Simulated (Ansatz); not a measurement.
# A vacancy of Ga at several sites of random wurtzite alloy of AlN and GaN (72 atoms): runs compared

Aim: make a vacancy of Ga at several sites of random wurtzite alloy of AlN and GaN (72 atoms), relax each, and compare their energies.

Computed with Ansatz 0.2.0: Kohn-Sham DFT, PBE, PAW (set soft_2), plane waves.

## Step 1: The cell as built

The cell holds 72 atoms: 22 Ga, 36 N and 14 Al. Cell: a = 9.477 Å, b = 9.477 Å, c = 10.212 Å, α = 90.0°, β = 90.0°, γ = 120.0°. It derives from AlN and GaN. Wurtzite AlN, 3 x 3 x 2 conventional cells, 22 of 36 Al sites given to Ga at random (x = 0.611), lattice by Vegard's rule (a = 3.159 Å, c = 5.106 Å); not relaxed, displaced by a Gaussian of 0.02 Å.

What the set-up can't give: Only the Γ point is sampled, in a cell whose shortest periodic width is 8 Å.

## Step 2: The reference run

The reference is a single point at the end of the relaxation.

Every defect cell starts from the geometry of this run and is relaxed in the fixed cell.

Its input, with most atom lines left out:

```yaml
crystal:
  lattice:
    - [9.4773, 0.0, 0.0]
    - [-4.73865, 8.20758, 0.0]
    - [0.0, 0.0, 10.2122]
  atoms:
    - { symbol: Ga, position: [0.00255, 0.00197, 0.00068] }
    - { symbol: "N", position: [0.11717, 0.22626, 0.06396] }
    - { symbol: Al, position: [0.11339, 0.22315, 0.24943] }
    - { symbol: "N", position: [0.00647, 0.00399, 0.30626] }
    - { symbol: Ga, position: [0.001, 0.0016, 0.49835] }
    - { symbol: "N", position: [0.11264, 0.22313, 0.56655] }
    - { symbol: Al, position: [0.11387, 0.22451, 0.75208] }
    [... atom lines 8 to 72 left out ...]
kpoints:
  mp_grid: { grid: [1, 1, 1] }
hamiltonian:
  xc: pbe
scf:
  occupations: { method: fermi_dirac, width: 0.025 }
output:
  forces: true
  stress: true
  populations: true
  dos:
    method: { smearing: { sigma: 0.15 } }
    de: 0.1
    projected: { site_lists: { Al: [Al], Ga: [Ga], "N": ["N"] } }
  eigenvalues: true
  write_density: true
  write_potential: true
  volumetric_format: npy
  elf: true
```

| Quantity | Value |
| --- | --- |
| free energy per atom | -1453.1738 eV/atom |
| r.m.s. force component | 0.01294 eV/Å |
| pressure | 5.035 GPa |

Filled and empty levels are parted by 2.70 eV at Γ alone; the mesh holds the band edges only if they fold onto it, so the gap at this level can be narrower or closed, while semilocal functionals tend to narrow gaps against experiment.

## Step 3: The runs

Each row is one run, on 4 threads of Arm Neoverse V1, shared host. The free energy is the program's total, comparable only between runs with the same functional, potentials and atoms.

```csv
run,atoms,outcome,"ionic steps, all passes",free energy (eV),time,host memory (GiB)
Single point at the start,72,converged,-,-104626.743,8.5 s,1.1
Relaxation,72,converged,4,-104628.514,25 s,1.1
Single point at the relaxed geometry,72,converged,-,-104628.514,14 s,1.1
"Vacancy of Ga, site Ga9",71,converged,4,-100839.079,83 s,1.6
"Vacancy of Ga, site Ga21",71,converged,4,-100839.100,87 s,1.6
"Vacancy of Ga, site Ga41",71,converged,4,-100839.079,87 s,1.6
```

The surroundings of site Ga21, the cheapest one, after relaxation: 10 atoms, nearest first, with positions taken from that point. Atoms keep their numbers of the cell before the removal, where the removed atom was number 21.

```csv
atom,x,y,z,distance (Å),bonds,moment (μB)
N22,0.01,1.96,0.66,2.07,3,0.47
N62,-1.76,-0.97,0.71,2.13,3,0.42
N14,1.77,-0.96,0.70,2.14,3,0.41
N20,-0.04,0.04,-2.15,2.15,3,0.42
Ga11,1.59,-0.90,-2.51,3.11,4,0.00
Ga61,-1.57,-2.71,-0.02,3.13,4,0.00
Al59,-1.60,-0.91,-2.53,3.13,4,0.00
Ga13,1.58,-2.71,0.00,3.14,4,0.00
Ga23,0.02,1.81,2.57,3.14,4,0.00
Al15,1.58,-0.91,2.56,3.14,4,0.00
```

The column of bonds counts only the pairs N-Ga within 2.38 Å, N-Al within 2.33 Å; other neighbours, such as metal atoms beside each other in a compound, aren't counted, and periodic images can show an atom twice.

## Step 4: The sites compared

All these cells hold the same atoms, so their energies can be compared with no chemical potential.

```csv
site,neighbours,mean distance (Å),atoms within 6 Å,energy over the best site (eV),before relaxation (eV),gain on relaxing (eV),moment (μB)
Ga21,N4,1.95,80,0.00,0.02,0.51,3.0
Ga41,N4,1.95,82,0.02,0.00,0.47,3.0
Ga9,N4,1.95,81,0.02,0.02,0.48,3.0
```

Neighbours are those of the relaxed host within 2.38 Å (N-Ga); other pairs aren't counted.

## Step 5: Outcome

The cheapest site is Ga21 (4 neighbours, N4); the dearest, Ga9 (4 neighbours, N4), costs 0.021 eV more, a spread under the thermal energy at room temperature. Relaxation changes the order: the best site before relaxing was Ga41.

Caveats: Defects are neutral and interact with their images. The reference ran with fermi-dirac smearing of 0.025 eV, but 3 of the 3 defect cells with fermi-dirac smearing of 0.025 eV, spin polarised. In the spin-polarised runs the search for a state of lower energy was switched off. Only 3 of the 22 Ga sites were tried; unless symmetry makes the others alike to these, a cheaper one may exist. A local or semilocal functional tends to spread out the unpaired spin of such defects. The host structure and its lattice constant were typed by rule, without a check against the phase diagram. The pressure of 5.0 GPa means that a free cell would grow at this level.

The DFT runs together took 5.1 min of wall time.

[Logs are printed without paths, hosts, clocks, repeated set-up lines and the standing remarks that a program may print on its own settings, such as how far it seeks lower states.]

[Hosts, paths, dates, database ids (printed as entryN), source tags and the programs' standing remarks are cut or masked in the printed files.]
